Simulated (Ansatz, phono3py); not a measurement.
# Phonon transport in CdF2 (Fm-3m)

How well does the lattice of CdF2 conduct heat?

Measurements to reproduce:
- thermal conductivity 4.3 W/m/K near room temperature (given in “Predicting the lattice thermal conductivity of solids by solving the Boltzmann transport equation: AFLOW - AAPL an automated, accurate and efficient framework”, 2017, arXiv:1611.05481)

Calculated with Ansatz 0.2.0; DFT LDA, scalar-relativistic, plane waves, PAW.

## 1. The starting structure

The structure is cubic, space group Fm-3m (No. 225). Conventional cell: a = 5.388 Å, b = 5.388 Å, c = 5.388 Å, α = 90.00°, β = 90.00°, γ = 90.00°. Cd has 8 F at 2.33 Å nearest. F has 4 Cd at 2.33 Å nearest. Farther neighbours and most contacts between anions are not listed.

## 2. A first coarse run

Before spending time, one coarse run tells the gap and the pressure of the starting cell.

The input, input.yaml:

```yaml
crystal:
  lattice:
    - [0.0, 2.694, 2.694]
    - [2.694, 0.0, 2.694]
    - [2.694, 2.694, 0.0]
  atoms:
    - { symbol: Cd, position: [0.0, 0.0, 0.0] }
    - { symbol: F, position: [0.25, 0.25, 0.25] }
    - { symbol: F, position: [0.75, 0.75, 0.75] }
kpoints:
  mp_grid: { grid: [6, 6, 6] }
hamiltonian:
  xc: lda
scf:
  occupations: { method: gaussian, width: 0.1 }
output:
  forces: true
  stress: true
  eigenvalues: true
```

Run with:

```console
> ansatz run input.yaml --threads 16 --pin off --max-ram 30720MiB --backend cpu --events-out ev --progress --plain --runs-dir out
```

Numbers of over 12 decimals in the logs are rounded to 6 here.

Log:

```text
Engine: ansatz 0.2.0, aarch64-unknown-linux-gnu
Pseudopotentials: kind: paw
Pseudopotential: Cd, paw, valence charge 20, recommended cutoff 420 eV (normal), Cd.paw.azcp
Pseudopotential: F, paw, valence charge 7, recommended cutoff 420 eV (normal), F.paw.azcp
Functional definition: SPW92
  exchange = slater_x
  correlation = pw_c
Crystal: 3 atoms, lattice volume = 39.104 Å³
Basis set: ecut = 420 eV, 749 PW (Γ)
Bands: 21, of which v1, the nominal top of the filled ones, is band 17 counted from 1 (16 counted from 0)
Symmetry: 48 space group operations
Space group: Fm-3m (ITA 225), of the structure as read, at distance tolerance 3.4e-5 Å
k-points: 16 of 216
Non-local potential: Cd, projectors of the file, l = 0: 3, l = 1: 2, l = 2: 2, l = 3: 1
Non-local potential: F, projectors of the file, l = 0: 2, l = 1: 2, l = 2: 1
PAW form: soft (Blöchl's): semilocal exchange-correlation on the pseudo side does not see the compensation charge
PAW frozen core: Cd, regenerated for the run's functional, and the local potential with it (the file was generated under x = pbe(κ = 0.804, μ = 0.219515), c = pbe(β = 0.066725))
PAW frozen core: F, regenerated for the run's functional, and the local potential with it (the file was generated under x = pbe(κ = 0.804, μ = 0.219515), c = pbe(β = 0.066725))
PAW one-centre angular grid: Cd, 590 points (default); XC on 64 Gauss nodes
PAW one-centre angular grid: F, 110 points (default); XC on 64 Gauss nodes
Initial density: superposition of atomic densities (neutral atoms: chi_scale 0, normalization atom), corrected by the library's trained network
Initial wavefunctions: pseudopotential atomic-orbital guess
Functional: x = slater, c = lda
SCF iter   1: F=—  HF=-9706.362166 eV  |F-HF|=—  |Δ(HF+E_count)|=         —  Δρ=2.36e-2  dr2=1.56e-1  ethr=1.77e-3  ⟨swp⟩=5.3  Hψ=1324  notcnv=0
preconditioner: auto → none  [insulator: Δε(μ)=2.544 eV  Ē_g=16.023 eV  σ=0.100 eV  W_gap=1.00  n_scr=14 (ndim 8)  ℏωp=30.3 eV  f_vac=0.125  D(μ)=0.00/eV (n_scr^D=0)  ε∞_Penn≈4.6]
SCF iter   2: F=—  HF=-9706.325761 eV  |F-HF|=—  |Δ(HF+E_count)|=   3.64e-2  Δρ=1.28e-2  dr2=3.24e-2  ethr=4.58e-4  ⟨swp⟩=2.0  Hψ=736  notcnv=0
SCF iter   3: F=—  HF=-9706.315742 eV  |F-HF|=—  |Δ(HF+E_count)|=   1.00e-2  Δρ=2.03e-3  dr2=7.79e-4  ethr=9.54e-5  ⟨swp⟩=2.0  Hψ=597  notcnv=0
SCF iter   4: F=—  HF=-9706.315497 eV  |F-HF|=—  |Δ(HF+E_count)|=   2.45e-4  Δρ=8.59e-4  dr2=9.20e-5  ethr=2.29e-6  ⟨swp⟩=1.3  Hψ=394  notcnv=0
SCF iter   5: F=—  HF=-9706.315461 eV  |F-HF|=—  |Δ(HF+E_count)|=   3.56e-5  Δρ=2.80e-5  dr2=1.48e-7  ethr=2.71e-7  ⟨swp⟩=2.0  Hψ=544  notcnv=0
SCF iter   6: F=-9706.315461 eV  HF=-9706.315461 eV  |F-HF|=4.47e-10  |Δ(HF+E_count)|=   6.81e-9  Δρ=4.02e-6  dr2=2.84e-9  ethr=2.94e-10  ⟨swp⟩=4.8  Hψ=1261  notcnv=0
SCF 1 converged in 6 iterations: F = -9706.315461 eV  dr2 = 2.84e-9
  greatest PAW one-centre occupation: 1.000 electrons in one spin orbital (limit 2), on the Cd atom at site 0 (counted from 0), in its partial waves of l = 0
SCF converged after 6 iterations
Free energy (F): -9706.315461 eV
Harris-Foulkes:  -9706.315461 eV  (|F-HF|=4.47e-10)
Internal energy: -9706.315461 eV  (E = F + TS)
E sigma→0 (E₀):  -9706.315461 eV
Fermi energy:    7.399790 eV
--- Per-component energies (eV) ---
  E_band       = -492.583621
  E_kinetic    = 914.310852
  E_local      = -4235.666553  (includes V_loc(G=0)·N_el)
  E_nonlocal   = 195.893384
  E_hartree    = 1867.096780
  E_xc         = -329.682437
  E_vxc        = -420.947264  (∫ρ·V_xc dr)
  E_paw        = -4325.407974  (= ΣΔE_a)
  E_vpaw       = -680.369250  (= ΣTr[D̂ρ^β])
  E_aug_tail   = 0.004046  (compensation charges beyond the density's cutoff)
  E_ewald      = -3793.856633
  E_core_change = 0.993072  (= ΣΔE_core)
  E_smearing   = -0.000000  (= −TS)
  E_closure    = -0.000000  (closes the sum)
  Σ components = -9706.315461   (vs F -9706.315461, Δ=0.00e0)
--- Forces (eV/Å), atoms counted from 1 ---
  atom   1  Cd    -0.00000000     0.00000000     0.00000000
  atom   2  F     -0.00000000    -0.00000000    -0.00000000
  atom   3  F      0.00000000    -0.00000000     0.00000000
  max |Σ_I F_I| component: 9.25e-18 eV/Å
--- Stress (GPa, compression-positive) ---
       -5.703794      -0.000000       0.000000
        0.000000      -5.703794      -0.000000
        0.000000      -0.000000      -5.703794
  P = ⅓ Tr σ = -5.7038 GPa (-57.038 kbar)
--- Band table (eV; the first three rows and the last of 16) ---
  k-point 0: bands = [... 13 lower, 4.9861, 5.5244, 5.5244, 5.5244, 8.8109, 18.3132, 18.3132, 18.3132]
  k-point 1: bands = [... 13 lower, 4.8061, 5.2610, 5.5369, 5.5369, 9.8027, 17.1987, 18.7180, 18.7180]
  k-point 2: bands = [... 13 lower, 4.3653, 4.3653, 5.5875, 5.5875, 11.6885, 15.7171, 19.6235, 19.6235]
  k-point 15: bands = [... 13 lower, 3.7447, 5.1423, 5.3924, 5.9800, 13.7955, 16.3736, 17.1542, 18.5078]
```

Run time: 0.48 s. Hardware: 16 threads of Arm Neoverse N1, shared host; peak memory 0.32 GiB; 2.2 s of CPU time.

In the SCF lines HF is the Harris–Foulkes energy and dr2 the Hartree energy of the density residual, in eV; the loop may stop once dr2 is under the threshold and the program's other checks hold. Hψ counts applications of the Hamiltonian.

This step gave:

```yaml
pressure: -5.704 GPa
gap_on_the_k_mesh: 2.831 eV
volume_per_atom: 13.03 Å³
```

The start is under -5.7 GPa at this level and looks like an insulator or semiconductor on this mesh.

## 3. Finding the static equilibrium

The vibrations must be taken about the equilibrium of this functional, not about the starting cell, so the structure is relaxed.

input.yaml, the sections that differ from step 2:

```yaml
kpoints:
  mp_grid: { grid: [8, 8, 8] }
scf:
  occupations: { method: gaussian, width: 0.02 }
relax:
  adjacent_minimum: "off"
  f_tol: 0.005
  max_steps: 80
  cell: { stress_tol: 0.05 }
# crystal, hamiltonian, output: as in step 2
```

Log:

```text
[...]
Crystal: 3 atoms, lattice volume = 39.104 Å³
Basis set: ecut = 420 eV, 749 PW (Γ)
Bands: 21, of which v1, the nominal top of the filled ones, is band 17 counted from 1 (16 counted from 0)
Symmetry: 48 space group operations
[...]
k-points: 29 of 512
[...]
SCF iter   1: F=—  HF=-9706.361971 eV  |F-HF|=—  |Δ(HF+E_count)|=         —  Δρ=2.37e-2  dr2=1.56e-1  ethr=1.77e-3  ⟨swp⟩=5.2  Hψ=2540  notcnv=0
[...]
SCF iter   6: F=-9706.315243 eV  HF=-9706.315243 eV  |F-HF|=4.29e-10  |Δ(HF+E_count)|=   6.29e-9  Δρ=4.00e-6  dr2=2.83e-9  ethr=2.94e-10  ⟨swp⟩=4.9  Hψ=2259  notcnv=0
SCF 1 converged in 6 iterations: F = -9706.315243 eV  dr2 = 2.83e-9
[...]
relax step   1: F+E_penalty+E_count = -9706.31524265 eV  Δ(F+E_penalty+E_count) = +0.000e0 eV  max|allowed force component| = 4.626e-18 eV/Å  Δτ_max = 0.0000 Å  P = -5.701 GPa  Ω = 39.104 Å³  (6 SCF iters, dr2 threshold 1.00e-7 eV, accepted)
Crystal: 3 atoms, lattice volume = 37.230 Å³
Basis set: ecut = 420 eV, 725 PW (Γ)
[...]
iter 1 solved again at ethr=5.84e-5 eV; its pass at ethr=3.10e-3 eV (dr2=1.99e-2 eV) is discarded
[...]
SCF iter   6: F=-9706.359724 eV  HF=-9706.359724 eV  |F-HF|=7.24e-10  |Δ(HF+E_count)|=   1.92e-7  Δρ=2.77e-6  dr2=1.14e-9  ethr=8.82e-10  ⟨swp⟩=5.0  Hψ=2272  notcnv=0
SCF 2 converged in 6 iterations: F = -9706.359724 eV  dr2 = 1.14e-9
relax step   2: F+E_penalty+E_count = -9706.35972436 eV  Δ(F+E_penalty+E_count) = -4.448e-2 eV  max|allowed force component| = 2.197e-17 eV/Å  Δτ_max = 0.0000 Å  P = +0.199 GPa  Ω = 37.230 Å³  energy of the carried Pulay correction = +1.083e-2 eV  (6 SCF iters, dr2 threshold 3.00e-7 eV, accepted)
Crystal: 3 atoms, lattice volume = 37.290 Å³
[...]
SCF iter   4: F=-9706.359402 eV  HF=-9706.359402 eV  |F-HF|=3.96e-8  |Δ(HF+E_count)|=   1.93e-7  Δρ=1.62e-5  dr2=5.64e-8  ethr=2.91e-10  ⟨swp⟩=4.9  Hψ=2405  notcnv=0
SCF 3 converged in 4 iterations: F = -9706.359402 eV  dr2 = 5.64e-8
relax step   3: F+E_penalty+E_count = -9706.35940216 eV  Δ(F+E_penalty+E_count) = +3.222e-4 eV  max|allowed force component| = 4.318e-17 eV/Å  Δτ_max = 0.0000 Å  P = -0.015 GPa  Ω = 37.290 Å³  energy of the carried Pulay correction = +1.048e-2 eV  (4 SCF iters, dr2 threshold 9.90e-8 eV, accepted)
[...]
relax step   4: F+E_penalty+E_count = -9706.35128901 eV  Δ(F+E_penalty+E_count) = +8.113e-3 eV  max|allowed force component| = 4.163e-17 eV/Å  Δτ_max = 0.0000 Å  P = -0.425 GPa  Ω = 37.290 Å³  stress off target by 4.25e-1 GPa  SCF on the basis re-selected at this cell (its energy is not comparable with the rows above)  (6 SCF iters)
[...]
relax step   5: F+E_penalty+E_count = -9706.35214991 eV  Δ(F+E_penalty+E_count) = -8.609e-4 eV  max|allowed force component| = 3.971e-17 eV/Å  Δτ_max = 0.0000 Å  P = -0.002 GPa  Ω = 37.170 Å³  energy of the carried Pulay correction = +7.012e-4 eV  (4 SCF iters, dr2 threshold 3.00e-7 eV, accepted)
[...]
SCF iter   5: F=-9706.351530 eV  HF=-9706.351530 eV  |F-HF|=5.46e-12  |Δ(HF+E_count)|=  3.09e-11  Δρ=2.51e-7  dr2=1.14e-11  ethr=1.00e-12  ⟨swp⟩=5.2  Hψ=2515  notcnv=0
SCF 6 converged in 5 iterations: F = -9706.351530 eV  dr2 = 1.14e-11
relax step   6: F+E_penalty+E_count = -9706.35152983 eV  Δ(F+E_penalty+E_count) = +6.201e-4 eV  max|allowed force component| = 3.971e-17 eV/Å  Δτ_max = 0.0000 Å  P = -0.019 GPa  Ω = 37.170 Å³  stress off target by 1.88e-2 GPa  SCF on the basis re-selected at this cell (its energy is not comparable with the rows above)  (5 SCF iters)
[...]
SCF converged after 5 iterations
Free energy (F): -9706.351530 eV
[...]
Internal energy: -9706.351530 eV  (E = F + TS)
E sigma→0 (E₀):  -9706.351530 eV
Fermi energy:    8.303600 eV
[...]
--- Stress (GPa, compression-positive) ---
       -0.018806      -0.000000      -0.000000
       -0.000000      -0.018806      -0.000000
       -0.000000      -0.000000      -0.018806
  P = ⅓ Tr σ = -0.0188 GPa (-0.188 kbar)
--- Band table (eV; the first three rows and the last of 29) ---
  k-point 0: bands = [... 13 lower, 5.6528, 6.4014, 6.4014, 6.4014, 9.7995, 19.3443, 19.3443, 19.3443]
  k-point 1: bands = [... 13 lower, 5.5594, 6.2474, 6.3925, 6.3925, 10.4138, 18.6173, 19.6008, 19.6008]
  k-point 2: bands = [... 13 lower, 5.2677, 5.6388, 6.4064, 6.4064, 11.7805, 17.4400, 20.2690, 20.2690]
  k-point 28: bands = [... 13 lower, 5.1432, 5.1432, 6.0624, 6.8075, 15.0435, 18.0033, 18.5595, 18.5595]
--- Relaxed structure (4 steps of the walk, 4 accepted, 2 SCFs on fresh bases) ---
  F+E_penalty+E_count = -9706.35152983 eV   max|allowed force component| = 3.971e-17 eV/Å   (the final SCF, on the basis selected at the relaxed cell)
  cell:  # Å, volume = 37.1699 Å³
    - [0, 2.648828, 2.648828]
    - [2.648828, 0, 2.648828]
    - [2.648828, 2.648828, 0]
  atoms:
    - { symbol: Cd, position: [0, 0, 0] }
    - { symbol: F, position: [0.25, 0.25, 0.25] }
    - { symbol: F, position: [0.750000, 0.750000, 0.750000] }
```

The job ended after 2.4 s (16 threads; peak memory 0.39 GiB).

The steps of the relaxation:

| step | energy less that of the first step (eV) | largest force component (eV/Å) | pressure (GPa) | volume (Å³) |
| --- | --- | --- | --- | --- |
| 1 | 0.0000 | 0.0000 | -5.70 | 39.10 |
| 2 | -0.0445 | 0.0000 | 0.20 | 37.23 |
| 3 | -0.0442 | 0.0000 | -0.01 | 37.29 |
| 4* | -0.0360 | 0.0000 | -0.43 | 37.29 |
| 5 | -0.0369 | 0.0000 | 0.00 | 37.17 |
| 6* | -0.0363 | 0.0000 | -0.02 | 37.17 |

Relaxation steps marked * repeat the geometry before them on a plane-wave basis chosen anew for their cell, so energy and pressure can jump there.

The run keeps the 48 symmetry operations that it works with, so distortions that break them were not tested.

| conventional cell, symmetrised | before | after | change |
| --- | --- | --- | --- |
| a (Å) | 5.388 | 5.298 | -1.7 % |
| b (Å) | 5.388 | 5.298 | -1.7 % |
| c (Å) | 5.388 | 5.298 | -1.7 % |
| volume (Å³/atom) | 13.03 | 12.39 | -4.9 % |

The relaxed structure:

```xyz
3
Lattice="0.0000 2.6488 2.6488 2.6488 0.0000 2.6488 2.6488 2.6488 0.0000" Properties=species:S:1:pos:R:3 pbc="T T T"
Cd    0.0000    0.0000    0.0000
F     1.3244    1.3244    1.3244
F     3.9732    3.9732    3.9732
```

Numbers from this step:

```
pressure          : -0.01881 GPa
gap on the k-mesh : 2.992 eV
volume per atom   : 12.39 Å³
```

The relaxation ends with a pressure of -0.02 GPa.

## 4. Tight relaxation

The relaxation is repeated with tighter thresholds on force and stress, since phonons are sensitive to what is left; a change of mesh or smearing in the input moves the cell too.

The input, input.yaml:

```yaml
crystal:
  lattice:
    - [0.0, 2.6488277249, 2.6488277249]
    - [2.6488277249, 0.0, 2.6488277249]
    - [2.6488277249, 2.6488277249, 0.0]
  atoms:
    - { symbol: Cd, position: [0.0, 0.0, 0.0] }
    - { symbol: F, position: [0.25, 0.25, 0.25] }
    - { symbol: F, position: [0.75, 0.75, 0.75] }
kpoints:
  mp_grid: { grid: [9, 9, 9] }
hamiltonian:
  xc: lda
scf:
  occupations: { method: fixed }
output:
  forces: true
  stress: true
  eigenvalues: true
  write_density: true
  write_potential: true
  elf: true
  volumetric_format: npy
relax:
  adjacent_minimum: "off"
  f_tol: 0.001
  max_steps: 60
  cell: { stress_tol: 0.01 }
```

Log:

```text
[...]
Crystal: 3 atoms, lattice volume = 37.170 Å³
Basis set: ecut = 420 eV, 725 PW (Γ)
Bands: 21, of which v1, the nominal top of the filled ones, is band 17 counted from 1 (16 counted from 0)
Symmetry: 48 space group operations
[...]
k-points: 35 of 729
[...]
SCF iter   1: F=—  HF=-9706.396045 eV  |F-HF|=—  |Δ(HF+E_count)|=         —  Δρ=2.36e-2  dr2=1.45e-1  ethr=1.77e-3  ⟨swp⟩=4.1  Hψ=2625  notcnv=0  defer=52
[...]
SCF iter   6: F=-9706.351672 eV  HF=-9706.351672 eV  |F-HF|=1.26e-9  |Δ(HF+E_count)|=   6.15e-9  Δρ=4.34e-6  dr2=3.59e-9  ethr=2.94e-10  ⟨swp⟩=8.9  Hψ=4447  notcnv=0
SCF 1 converged in 6 iterations: F = -9706.351672 eV  dr2 = 3.59e-9
[...]
relax step   1: F+E_penalty+E_count = -9706.35167207 eV  Δ(F+E_penalty+E_count) = +0.000e0 eV  max|allowed force component| = 6.939e-18 eV/Å  Δτ_max = 0.0000 Å  P = -0.017 GPa  Ω = 37.170 Å³  (6 SCF iters, dr2 threshold 1.00e-7 eV, accepted)
Crystal: 3 atoms, lattice volume = 37.165 Å³
[...]
SCF iter   4: F=-9706.351699 eV  HF=-9706.351699 eV  |F-HF|=3.11e-10  |Δ(HF+E_count)|=   1.21e-9  Δρ=1.26e-6  dr2=4.46e-10  ethr=2.23e-12  ⟨swp⟩=6.2  Hψ=3426  notcnv=0
SCF 2 converged in 4 iterations: F = -9706.351699 eV  dr2 = 4.46e-10
relax step   2: F+E_penalty+E_count = -9706.35169932 eV  Δ(F+E_penalty+E_count) = -2.726e-5 eV  max|allowed force component| = 1.484e-17 eV/Å  Δτ_max = 0.0000 Å  P = -0.001 GPa  Ω = 37.165 Å³  energy of the carried Pulay correction = +2.700e-5 eV  (4 SCF iters, dr2 threshold 7.57e-10 eV, accepted)
[...]
SCF iter   4: F=-9706.351699 eV  HF=-9706.351699 eV  |F-HF|=1.82e-12  |Δ(HF+E_count)|=  7.28e-12  Δρ=4.75e-8  dr2=4.55e-13  ethr=1.00e-12  ⟨swp⟩=6.6  Hψ=3638  notcnv=0
SCF 3 converged in 4 iterations: F = -9706.351699 eV  dr2 = 4.55e-13
relax step   3: F+E_penalty+E_count = -9706.35169932 eV  Δ(F+E_penalty+E_count) = -1.601e-10 eV  max|allowed force component| = 1.388e-17 eV/Å  Δτ_max = 0.0000 Å  P = -0.002 GPa  Ω = 37.165 Å³  stress off target by 1.72e-3 GPa  SCF on the basis re-selected at this cell (its energy is not comparable with the rows above)  (4 SCF iters)
basis re-selected at this cell: Δ(F+E_penalty+E_count) = -1.601e-10 eV, ΔP = -0.001 GPa vs the last step (what re-selecting the basis moved, of the pressure what is left beyond the Pulay correction that the steps carried, after the strain that the cell walked since its last selection, with what the two solves' SCF thresholds leave and, on support functions, any second-order correction that the steps lacked; it is no  [...]
SCF converged after 4 iterations
Free energy (F): -9706.351699 eV
[...]
Internal energy: -9706.351699 eV  (E = F + TS)
E sigma→0 (E₀):  -9706.351699 eV
Fermi energy:    6.780248 eV
[...]
--- Stress (GPa, compression-positive) ---
       -0.001724      -0.000000      -0.000000
       -0.000000      -0.001724      -0.000000
       -0.000000      -0.000000      -0.001724
  P = ⅓ Tr σ = -0.0017 GPa (-0.017 kbar)
--- Band table (eV; the first three rows and the last of 35) ---
  k-point 0: bands = [... 13 lower, 5.6545, 6.4037, 6.4037, 6.4037, 9.8020, 19.3469, 19.3469, 19.3469]
  k-point 1: bands = [... 13 lower, 5.5812, 6.2892, 6.3956, 6.3956, 10.2969, 18.7462, 19.5509, 19.5509]
  k-point 2: bands = [... 13 lower, 5.3491, 5.8078, 6.4020, 6.4020, 11.4507, 17.6967, 20.1002, 20.1002]
  k-point 34: bands = [... 13 lower, 4.8601, 5.3938, 6.0967, 6.7802, 14.9424, 17.4765, 18.9250, 18.9909]
--- Relaxed structure (2 steps of the walk, 2 accepted, 1 SCFs on fresh bases) ---
[...]
cell:  # Å, volume = 37.1653 Å³
    - [0, 2.648718, 2.648718]
    - [2.648718, 0, 2.648718]
    - [2.648718, 2.648718, 0]
  atoms:
    - { symbol: Cd, position: [0, 0, 0] }
    - { symbol: F, position: [0.25, 0.25, 0.25] }
    - { symbol: F, position: [0.75, 0.75, 0.75] }
```

Wall time 1.4 s (16 threads); peak memory 0.38 GiB.

Little changed from the start: no atom moved by 0.005 Å and no cell edge by 0.1 %.

Numbers from this step:

- pressure: -0.001724 GPa
- gap on the k-mesh: 3.022 eV

Valence density in the ac plane of a cell with a along [110], b along [-110] and c along [001] of the cube at fractional y = 0.000, with atoms of Cd and F within 0.2 Å of it. It is the smooth field of the valence electrons, not physical close to the nuclei.

Ten steps, logarithmic in the rise over the least value, from '_' (0 e/Å³) to '@' (22 e/Å³), each cell a mean:
```
@@##==..........==##@@%%**::........::**%%
**++::::--==--::::++****--::::====::::==**
::::..--**##**--..::::::..::++####++::..::
____..==##%%##--..________::++%%%%++::____
______::++**++::__________..==****==..____
______..::::::..____________..::::..______
__________..______________________________
________......________________....________
______..--==--..__________..::====::..____
____..--**##**--..________::++####++::____
......==##%%##--..........::++%%%%++::....
==--::--++**++::::--====::::==****==::::==
%%**--..::::::..--**%%##++::::::::::::++##
@@%%==..........++%%@@@@**--........--**@@
```
Columns run along a (7.5 Å), rows up along c (5.3 Å), edges of the conventional cell, whose origin can differ from the input's. Atoms in or near the plane, at fractional coordinates: Cd at (0.00, 0.00), Cd at (0.50, 0.00), F at (0.25, 0.25), F at (0.75, 0.25), F at (0.25, 0.75), F at (0.75, 0.75).

ELF in the ac plane of a cell with a along [110], b along [-110] and c along [001] of the cube at fractional y = 0.000, with atoms of Cd and F within 0.2 Å of it. It is the smooth field of the valence electrons, not physical close to the nuclei.

Ten even steps from '0' (0.00) to '9' (0.83), each cell a mean:
```
863123213687521221258
541378732455315885235
212798962122149888412
003886883000169779510
003799972000158998510
001356531000024664200
000011000000000110000
000123210000001222000
001588751000037886300
003898983000159889510
113886882011159779511
321599951233237997213
752256412576423663146
974111014798521110258
```
Columns run along a (7.5 Å), rows up along c (5.3 Å), edges of the conventional cell, whose origin can differ from the input's. Atoms in or near the plane, at fractional coordinates: Cd at (0.00, 0.00), Cd at (0.50, 0.00), F at (0.25, 0.25), F at (0.75, 0.25), F at (0.25, 0.75), F at (0.75, 0.75).

Electrostatic potential energy in the ac plane of a cell with a along [110], b along [-110] and c along [001] of the cube at fractional y = 0.000, with atoms of Cd and F within 0.2 Å of it. With pseudopotentials it is smooth inside the atoms' cores, unlike the true potential.

Ten even steps from '0' (-34 eV) to '9' (14 eV), each cell a mean:
```
235899985323479999743
457876787544688668854
779720288777894005987
999700179999993003999
999942499999997227999
999998999999999999999
999999999999999999999
999999999999999999999
999986899999999669999
999820289999995005999
899700179988993003998
568842488655786227875
346898986433579999753
135899985312469999642
```
Columns run along a (7.5 Å; values clipped at the 3rd and 97th percentile), rows up along c (5.3 Å), edges of the conventional cell, whose origin can differ from the input's. Atoms in or near the plane, at fractional coordinates: Cd at (0.00, 0.00), Cd at (0.50, 0.00), F at (0.25, 0.25), F at (0.75, 0.25), F at (0.25, 0.75), F at (0.75, 0.75).

The residual pressure is -0.0017 GPa, small enough for phonons.

[end of part 1 of 4]

[Logs are printed without paths, hosts, clocks, repeated set-up lines and the standing remarks that a program may print on its own settings, such as how far it seeks lower states.]

[Hosts, paths, dates, database ids (printed as entryN), source tags and the programs' standing remarks are cut or masked in the printed files.]

[A step with changed settings may run another functional than the one named; its input shows which.]

[Pressures of single members of a volume series are the stress at the run's cutoff; with an incomplete basis they can lie off −dE/dV of the same runs, and they are not shown converged.]
